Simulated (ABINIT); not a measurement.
# BN (P6_3mc): least direct gap against volume

The cell of BN (P6_3mc) is scaled evenly and the response computed anew at each volume, on one mesh. The atoms keep their fractional positions.

It takes space group P6_3mc (No. 186, hexagonal). Conventional cell: a = 2.536 Å, b = 2.536 Å, c = 4.199 Å, α = 90.00°, β = 90.00°, γ = 120.00°. N on site b is surrounded by 4 B at 1.56 to 1.57 Å. B on site b is surrounded by 4 N at 1.56 to 1.57 Å.

Method: ABINIT 10.8.3, LDA, independent particles, k-mesh 15×15×8, Lorentzian half width 0.04 eV.

Launch of the response step: `optic optic.abi`. The series took 4.6 min in all, its band step included, on 4 threads of Intel(R) Xeon(R) Processor @ 2.70GHz, on a shared host.

```tsv
V/V₀	V (Å³, primitive cell)	least direct gap (eV)
0.94	21.98	?
0.97	22.69	8.441
1.00	23.39	8.296
1.03	24.09	8.141
1.06	24.79	7.988
```

For small changes the quantity should be close to linear in ln V.

Working, on the rows shown:

| x = ln(V/V₀) | y = least direct gap |
| --- | --- |
| -0.0304592 | 8.441 |
| 0 | 8.296 |
| 0.0295588 | 8.141 |
| 0.0582689 | 7.988 |

Means: x̄ = 0.014342, ȳ = 8.2165. Σ(x − x̄)(y − ȳ) = -0.02238, Σ(x − x̄)² = 0.004374. Slope = -0.02238 / 0.004374 = -5.118; intercept = ȳ − slope · x̄ = 8.2899. The line misses the rows shown by at most 0.0061 eV.

Question: Predict the last column of the withheld row from the fit.

Answer: At x = -0.061875 the line gives y = 8.6066 eV. The run gave 8.588 eV, so the extrapolation is off by 0.019 eV, 3 % of the range in the table.

Between the rows on either side of x = 0 the slope is (8.141 − 8.441) / (0.029559 − (-0.030459)) = -4.998. That is a volume deformation potential of -5.0 eV: the least direct gap on this mesh widens by 50 meV for each per cent of compression. The cell comes from an older database entry, whose edges can be off by a per cent or so. LDA gaps are as a rule too small.

[Logs are printed without paths, hosts, clocks, repeated set-up lines and the standing remarks that a program may print on its own settings, such as how far it seeks lower states.]
